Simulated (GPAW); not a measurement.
Computed results, one entry a study.

```
RuBr2 (1T monolayer): G0W0 with GPAW, start to end
1.0
     3.68790    0.00000    0.00000
    -1.84395    3.19382    0.00000
     0.00000    0.00000   14.20000
Ru Br
1 2
Direct
  0.00000 0.00000 0.50000
  0.33333 0.66667 0.59027
  0.66667 0.33333 0.40973
# method: DFT, LDA, plane waves, PAW (and 1 further level or step)
# program: GPAW 26.7.0
# settings of one run: cutoff 550 eV, GPAW PAW setups 1.2.1 data release, 9×9×1 k-mesh
# cost: 5 runs, 4.7 min in all on 8 MPI ranks of Arm Neoverse V2, shared host (the runs of this entry)
# notes: Values taken over the cell’s volume include its vacuum. The start is a generated structure, not a measured one. Limits: no spin polarisation; no spin-orbit coupling. Bands and cutoff are finite, so the gap is not at the basis limit. The miss can reach some tenths of an eV and take either sign; the mesh is an error of its own. The runs have no spin polarisation. For a closed low-spin shell that is the natural state; where a d or f shell is open it is a constraint, and the gap is then not the crystal’s own.
# LDA gap: 1.02 eV, direct
# G0W0 gap on the mesh: 2.33 eV
# GW settings: 9×9×1 mesh, 126 bands, screening to 48 eV, full frequency, Hilbert transform
# known limits: not at the basis limit; no spin polarisation; d states lean on the start; no spin-orbit coupling
```

[Paths, hosts, dates, memory and timing lines, banners, echoed tables and standing remarks are left out of the program output.]

[Logs are printed without paths, hosts, clocks, repeated set-up lines and the standing remarks that a program may print on its own settings, such as how far it seeks lower states.]

[Runs of the session that timed out or met a known fault of the program may be left out.]

[Hosts, paths, dates, database ids (printed as entryN), source tags and the programs' standing remarks are cut or masked in the printed files.]
